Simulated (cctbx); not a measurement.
**Nd2Cd17C3 across an absorption edge**

Space group R-3m (no. 166), a = 10.4330 Å, b = 10.4330 Å, c = 14.5500 Å, α = 90.00°, β = 90.00°, γ = 120.00°.

```csv
atom,mult.,x,y,z,Ueq (Å²)
Nd1,6,1/3,2/3,0.0126,0.0075
Cd1,6,1/3,2/3,0.7606,0.0069
Cd2,18,0.5067,0.0134,0.1491,0.0083
Cd3,18,0.7163,0.7163,0,0.0079
Cd4,9,1/3,1/6,1/6,0.0098
C1,9,0,1/2,0,0.0175
```

The model was made for the exercise: a known structure type with other elements put in, its volume estimated, not relaxed; displacement parameters are assumed.

Calculated with cctbx: free-atom f′ and f″ from the Sasaki tables, no fine structure; amplitudes in electrons.

```
E (eV)  F 1 0 4  F 2 2 0  F 0 0 3  F 1 1 3
 26111    215.1   1217.7     21.6    260.3
 26461    215.4   1197.8     14.7    260.6
 26591    215.7   1180.9      8.8    261.0
 26651    216.1   1164.8      3.9    261.3
 26681    216.4   1148.9      4.7    261.7
 26696    216.8   1133.4      9.7    262.1
 26703    217.1   1120.5     14.2    262.4
 26707    217.4   1105.6     19.6    262.7
 26715    217.9   1087.4     37.0    263.2
 26719    217.4   1109.6     31.4    262.7
 26726    216.9   1131.4     27.1    262.2
 26741    216.4   1150.1     25.0    261.7
 26771    216.0   1167.9     24.7    261.3
 26861    215.5   1191.0     26.6    260.7
 27111    214.8   1215.7     31.2    260.0
```

**Question.** Which edge is crossed, and why do the reflections move as they do?

The K edge of Cd. The edge is at 26711 eV. f′ of Cd falls from -4.8 e at 26591 eV to -7.8 e at 4 eV below it, and f″ steps from 0.56 to 3.60 e across it. Over that approach |F| changes by +1 % (1 0 4), -6 % (2 2 0), +123 % (0 0 3) and +1 % (1 1 3): a reflection falls where Cd scatters in phase with the total and rises where it scatters against it; it hardly moves where the Cd term is small or cancels by symmetry. Above the edge the larger f″ enters the imaginary part, where it can add to or cancel the other atoms' f″. The structure is centrosymmetric, so Friedel mates stay equal.

[Logs are printed without paths, hosts, clocks, repeated set-up lines and the standing remarks that a program may print on its own settings, such as how far it seeks lower states.]
